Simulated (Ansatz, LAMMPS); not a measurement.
# Squeezing and shearing glassy 44SiO2-44B2O3-6MgO-6CaO (mol %) (120 atoms), part 4 of 4

Aim: relax glassy 44SiO2-44B2O3-6MgO-6CaO (mol %) (120 atoms), then change its volume and shape to read moduli from the stress.

Ansatz 0.2.0; Kohn-Sham DFT, PBE, PAW (set soft_2), plane waves.

The cell: 14 Si, 28 B, 2 Mg, 2 Ca and 74 O. The quench rate of 50 K/ps far exceeds what a furnace or splat quench reaches. The starting topology of bonds comes from the classical model. Sampling is at Γ alone.

So far. Step 10 (Stretched by 1 % along x): The relaxation converged after 8 steps, 0.115 eV below its start, with a largest force component of 0.042 eV/Å. Step 10 (Stretched by 1 % along x): Stretched by 1 % along x: the energy stands 0.0211 eV above that of the reference, at a pressure of -0.442 GPa.

### 11. Compressed by 1 % along x

The relaxed cell is strained along x alone, which gives the stiffness along x and its coupling to y and z.

input.yaml reads:

```yaml
crystal:
  lattice:
    - [11.41793, 0.03797, -0.07028]
    - [0.03759, 11.42703, -0.02648]
    - [-0.06958, -0.02648, 10.96058]
  atoms:
    [... the 120 atom lines of step 4 ...]
kpoints:
  mp_grid: { grid: [1, 1, 1] }
hamiltonian:
  xc: pbe
scf:
  occupations: { method: gaussian, width: 0.025 }
output:
  forces: true
  eigenvalues: true
  stress: true
relax:
  f_tol: 0.05
  max_steps: 70
```

Run with:

```console
ansatz run input.yaml --threads 4 --pin off --max-ram 8192MiB --backend cpu --events-out ev --progress --plain --runs-dir out
```

Numbers of over 12 decimals in the logs are rounded to 6 here.

Log:

```text
[...]
Crystal: 120 atoms, lattice volume = 1429.981 Å³
Basis set: ecut = 420 eV, 27955 PW (Γ), exchange–correlation on 160×160×150 points (8 copies of the dense FFT grid, shifted against one another)
Bands: 432, of which v1, the nominal top of the filled ones, is band 312 counted from 1 (311 counted from 0)
Symmetry: 1 space group operations
[...]
k-points: 1
[...]
SCF iter   1: F=—  HF=-62856.874903 eV  |F-HF|=—  |Δ(HF+E_count)|=         —  Δρ=2.84e-3  dr2=1.32e-1  ethr=1.77e-3  ⟨swp⟩=7.0  Hψ=2108  notcnv=0  defer=76
[...]
SCF iter   6: F=-62856.876400 eV  HF=-62856.876409 eV  |F-HF|=8.57e-6  |Δ(HF+E_count)|=   1.16e-6  Δρ=4.10e-5  dr2=2.11e-5  ethr=1.00e-8  ⟨swp⟩=14.0  Hψ=3112  notcnv=0
SCF 1 converged in 6 iterations: F = -62856.876400 eV  dr2 = 2.11e-5
[...]
relax step   1: F+E_penalty+E_count = -62856.87639994 eV  Δ(F+E_penalty+E_count) = +0.000e0 eV  max|allowed force component| = 4.437e-1 eV/Å  Δτ_max = 0.0000 Å  (6 SCF iters, dr2 threshold 6.25e-5 eV, accepted)
[...]
relax step   2: F+E_penalty+E_count = -62856.93753755 eV  Δ(F+E_penalty+E_count) = -6.114e-2 eV  max|allowed force component| = 2.064e-1 eV/Å  Δτ_max = 0.0252 Å  (5 SCF iters, dr2 threshold 1.23e-5 eV, accepted)
[...]
relax step   3: F+E_penalty+E_count = -62856.96453052 eV  Δ(F+E_penalty+E_count) = -2.699e-2 eV  max|allowed force component| = 1.181e-1 eV/Å  Δτ_max = 0.0214 Å  (6 SCF iters, dr2 threshold 2.66e-6 eV, accepted)
relax step   4: F+E_penalty+E_count = -62856.96666290 eV  Δ(F+E_penalty+E_count) = -2.132e-3 eV  max|allowed force component| = 9.410e-2 eV/Å  Δτ_max = 0.0448 Å  (6 SCF iters, dr2 threshold 3.02e-6 eV, accepted)
relax step   5: F+E_penalty+E_count = -62856.96876122 eV  Δ(F+E_penalty+E_count) = -2.098e-3 eV  max|allowed force component| = 1.247e-1 eV/Å  Δτ_max = 0.0304 Å  (6 SCF iters, dr2 threshold 2.90e-6 eV, accepted)
relax step   6: F+E_penalty+E_count = -62856.96673177 eV  Δ(F+E_penalty+E_count) = +2.029e-3 eV  max|allowed force component| = 1.352e-1 eV/Å  Δτ_max = 0.0269 Å  (5 SCF iters, dr2 threshold 9.87e-6 eV, rejected (line search))
[...]
relax step   7: F+E_penalty+E_count = -62856.97167903 eV  Δ(F+E_penalty+E_count) = -2.918e-3 eV  max|allowed force component| = 2.359e-2 eV/Å  Δτ_max = 0.0131 Å  (7 SCF iters, accepted)
SCF converged after 7 iterations
Free energy (F): -62856.971679 eV
[...]
Internal energy: -62856.971679 eV  (E = F + TS)
E sigma→0 (E₀):  -62856.971679 eV
Fermi energy:    5.362308 eV
[...]
--- Forces (eV/Å), atoms counted from 1 ---
  atom   1  Si     0.00671846    -0.01732461    -0.00503639
  atom   2  Si     0.00291171    -0.00164870    -0.00673037
  atom   3  Si     0.00550120     0.00654759     0.00139213
  atom   4  Si     0.00829506    -0.00836712    -0.00127677
  atom   5  Si    -0.00154216     0.00111808     0.00533264
  atom   6  Si     0.00169432     0.01310973     0.00310404
  atom   7  Si    -0.01325299     0.00219863     0.00116847
  atom   8  Si    -0.00435533     0.00099257    -0.00409477
  atom   9  Si     0.00239852     0.00164565     0.01180536
  atom  10  Si    -0.00421468     0.00243777    -0.00936109
  atom  11  Si     0.00598521     0.00088881     0.00203767
  atom  12  Si    -0.00681495     0.00138387    -0.02359108
  atom  13  Si    -0.00066810    -0.00795061    -0.00598127
  atom  14  Si     0.00113214    -0.00841352    -0.00631057
[...]
atom 119  O      0.00312388    -0.00247578     0.00057422
  atom 120  O      0.00277635     0.00004896    -0.00053863
  max |Σ_I F_I| component: 1.17e-4 eV/Å
--- Stress (GPa, compression-positive) ---
        1.029626      -0.029183       0.043398
       -0.029187       0.399771      -0.045358
        0.043399      -0.045356       0.286119
  P = ⅓ Tr σ = 0.5718 GPa (5.718 kbar)
--- Band table (eV) ---
[...]
--- Relaxed structure (7 steps of the walk, 6 accepted, 0 SCFs on fresh bases) ---
  F+E_penalty+E_count = -62856.97167903 eV   max|allowed force component| = 2.359e-2 eV/Å
  atoms:
    - { symbol: Si, position: [0.506411, 0.676810, 0.713894] }
    - { symbol: Si, position: [0.515307, 0.439620, 0.375873] }
    - { symbol: Si, position: [0.306934, 0.729811, 0.558352] }
    - { symbol: Si, position: [0.671940, 0.864138, 0.363196] }
[...]
- { symbol: O, position: [0.897345, 0.039933, 0.573398] }
```

The job ended after 97 s (4 threads of Intel Xeon Platinum 8275CL at 3.00GHz (Skylake/Cascade Lake), shared host; peak memory 2.1 GiB; 5.9 min of CPU time).

The relaxation converged after 7 steps, 0.0953 eV below its start, with a largest force component of 0.024 eV/Å.

Compressed by 1 % along x: the energy stands 0.0520 eV above that of the reference, at a pressure of 0.572 GPa.

### 12. Sheared by 2 % in xy

A shear of the relaxed cell gives the modulus that volume changes can't reach.

input.yaml, the sections that differ from step 11:

```yaml
crystal:
  lattice:
    - [11.53364, 0.1533, -0.07028]
    - [0.15224, 11.42741, -0.02648]
    - [-0.07054, -0.02718, 10.96058]
  atoms:
    [... the 120 atom lines of step 4 ...]
# kpoints, hamiltonian, scf, output, relax: as in step 11
```

Log:

```text
[...]
Crystal: 120 atoms, lattice volume = 1444.280 Å³
Basis set: ecut = 420 eV, 28287 PW (Γ), exchange–correlation on 160×160×150 points (8 copies of the dense FFT grid, shifted against one another)
Bands: 432, of which v1, the nominal top of the filled ones, is band 312 counted from 1 (311 counted from 0)
Symmetry: 1 space group operations
[...]
k-points: 1
[...]
SCF iter   1: F=—  HF=-62856.826694 eV  |F-HF|=—  |Δ(HF+E_count)|=         —  Δρ=2.81e-3  dr2=1.28e-1  ethr=1.77e-3  ⟨swp⟩=7.0  Hψ=2107  notcnv=0  defer=74
[...]
SCF iter   5: F=—  HF=-62856.829649 eV  |F-HF|=—  |Δ(HF+E_count)|=   8.40e-5  Δρ=8.80e-5  dr2=1.21e-4  ethr=1.30e-7  ⟨swp⟩=2.0  Hψ=630  notcnv=0  defer=112
SCF iter   6: F=-62856.829640 eV  HF=-62856.829648 eV  |F-HF|=8.12e-6  |Δ(HF+E_count)|=   1.06e-6  Δρ=3.96e-5  dr2=1.99e-5  ethr=1.00e-8  ⟨swp⟩=14.0  Hψ=2961  notcnv=0
SCF 1 converged in 6 iterations: F = -62856.829640 eV  dr2 = 1.99e-5
[...]
relax step   1: F+E_penalty+E_count = -62856.82963964 eV  Δ(F+E_penalty+E_count) = +0.000e0 eV  max|allowed force component| = 6.619e-1 eV/Å  Δτ_max = 0.0000 Å  (6 SCF iters, dr2 threshold 6.25e-5 eV, accepted)
[...]
relax step   2: F+E_penalty+E_count = -62856.92049740 eV  Δ(F+E_penalty+E_count) = -9.086e-2 eV  max|allowed force component| = 3.956e-1 eV/Å  Δτ_max = 0.0197 Å  (5 SCF iters, dr2 threshold 2.74e-5 eV, accepted)
[...]
relax step   3: F+E_penalty+E_count = -62856.96037933 eV  Δ(F+E_penalty+E_count) = -3.988e-2 eV  max|allowed force component| = 8.381e-2 eV/Å  Δτ_max = 0.0213 Å  (6 SCF iters, dr2 threshold 9.78e-6 eV, accepted)
relax step   4: F+E_penalty+E_count = -62856.96719134 eV  Δ(F+E_penalty+E_count) = -6.812e-3 eV  max|allowed force component| = 7.929e-2 eV/Å  Δτ_max = 0.0164 Å  (7 SCF iters, accepted)
relax step   5: F+E_penalty+E_count = -62856.97197649 eV  Δ(F+E_penalty+E_count) = -4.785e-3 eV  max|allowed force component| = 7.572e-2 eV/Å  Δτ_max = 0.0186 Å  (7 SCF iters, accepted)
relax step   6: F+E_penalty+E_count = -62856.95276301 eV  Δ(F+E_penalty+E_count) = +1.921e-2 eV  max|allowed force component| = 1.330e-1 eV/Å  Δτ_max = 0.0698 Å  (7 SCF iters, dr2 threshold 5.13e-6 eV, rejected (line search))
relax step   7: F+E_penalty+E_count = -62856.97697160 eV  Δ(F+E_penalty+E_count) = -4.995e-3 eV  max|allowed force component| = 5.280e-2 eV/Å  Δτ_max = 0.0256 Å  (8 SCF iters, accepted)
[...]
relax step   8: F+E_penalty+E_count = -62856.97754335 eV  Δ(F+E_penalty+E_count) = -5.717e-4 eV  max|allowed force component| = 4.430e-2 eV/Å  Δτ_max = 0.0117 Å  (7 SCF iters, accepted)
SCF converged after 7 iterations
Free energy (F): -62856.977543 eV
[...]
Internal energy: -62856.977543 eV  (E = F + TS)
E sigma→0 (E₀):  -62856.977543 eV
Fermi energy:    5.256820 eV
[...]
Σ components = -62856.977543   (vs F -62856.977543, Δ=0.00e0)
--- Forces (eV/Å), atoms counted from 1 ---
  atom   1  Si    -0.03145805    -0.04377328    -0.01505308
  atom   2  Si    -0.00818257     0.01207794    -0.00776548
  atom   3  Si     0.00164373    -0.00393872    -0.01098164
  atom   4  Si    -0.01518717    -0.01037414    -0.00779792
[...]
atom 120  O      0.00341011     0.00224604     0.00632894
  max |Σ_I F_I| component: 7.78e-5 eV/Å
--- Stress (GPa, compression-positive) ---
        0.198544      -0.630695      -0.027650
       -0.630696       0.194255      -0.046816
       -0.027647      -0.046815      -0.141626
  P = ⅓ Tr σ = 0.0837 GPa (0.837 kbar)
--- Band table (eV) ---
[...]
--- Relaxed structure (8 steps of the walk, 7 accepted, 0 SCFs on fresh bases) ---
  F+E_penalty+E_count = -62856.97754335 eV   max|allowed force component| = 4.430e-2 eV/Å
  atoms:
    - { symbol: Si, position: [0.507582, 0.677015, 0.714983] }
    - { symbol: Si, position: [0.516188, 0.440667, 0.375996] }
    - { symbol: Si, position: [0.308398, 0.731743, 0.560152] }
    - { symbol: Si, position: [0.671315, 0.863532, 0.362999] }
[...]
- { symbol: O, position: [0.896349, 0.036363, 0.575274] }
```

Run time: 2 min. Hardware: 4 threads; peak memory 2.1 GiB; 7.3 min of CPU time.

The relaxation converged after 8 steps, 0.148 eV below its start, with a largest force component of 0.044 eV/Å.

Sheared by 2 % in xy: the energy stands 0.0462 eV above that of the reference, at a pressure of 0.0837 GPa.

### 13. Pressure against volume

Atoms are relaxed at each volume, in the scaled cell.

```tsv
volume change (%)	volume (Å³/atom)	energy change (meV/atom)	pressure (GPa)	largest move on relaxing (Å)	bonds	gap (eV)
-10	10.833	22.80	6.42	0.86	172	5.00
-6	11.315	8.09	3.68	0.26	172	4.87
-3	11.676	2.07	1.73	0.12	170	4.78
+0	12.037	0.00	-0.02	-	170	4.68
+3	12.398	1.55	-1.46	0.13	170	4.59
+6	12.759	6.17	-2.70	0.28	169	4.49
```

### 14. Uniaxial strain and shear

Stress (GPa, compression positive) less that of the relaxed cell, atoms relaxed:

```tsv
strain	xx	yy	zz	xy	energy change (meV/atom)
stretched by 1 % along x	-0.767	-0.176	-0.323	0.049	0.18
compressed by 1 % along x	1.031	0.417	0.326	-0.040	0.43
sheared by 2 % in xy	0.200	0.212	-0.102	-0.641	0.38
```

### 15. Outcome

The bulk modulus, from the slope of pressure against ln V over the three points nearest the relaxed volume, is 53.2 GPa; a quadratic over all points gives a pressure derivative of about 3.0. The count of bonds runs from 169 to 172 over the series, so at some points contacts cross the cutoffs. At -10 % some atom moved by over 0.5 Å on relaxing, so that point may sit in another local minimum. The gap goes from 5.00 eV at the smallest volume to 4.49 eV at the largest, -3.1 eV per unit of ln V by a straight line, on the run's k-points. Stretch and compression disagree (xx stress changes of -0.77 and 1.03 GPa), so C11 is only a mean of unlike responses. In the Cartesian axes of the cell, finite differences give C11 = 89.9, C12 = 29.7, C13 = 32.4 and C66 = 32.1 GPa (the shear of 2 % is the engineering strain, εxy = 0.01).

Caveats: Strains are finite and relaxations stop at the force tolerance of the input, which can leave moduli too stiff; they are those of a static cell at zero temperature. Volumes are changed with the cell's shape held, so in an anisotropic solid the modulus lies over the one under free hydrostatic load. The program notes that the SCF threshold of the relaxations is loose for the stress.

The DFT runs together took 26 min of wall time.

[Logs are printed without paths, hosts, clocks, repeated set-up lines and the standing remarks that a program may print on its own settings, such as how far it seeks lower states.]

[Hosts, paths, dates, database ids (printed as entryN), source tags and the programs' standing remarks are cut or masked in the printed files.]
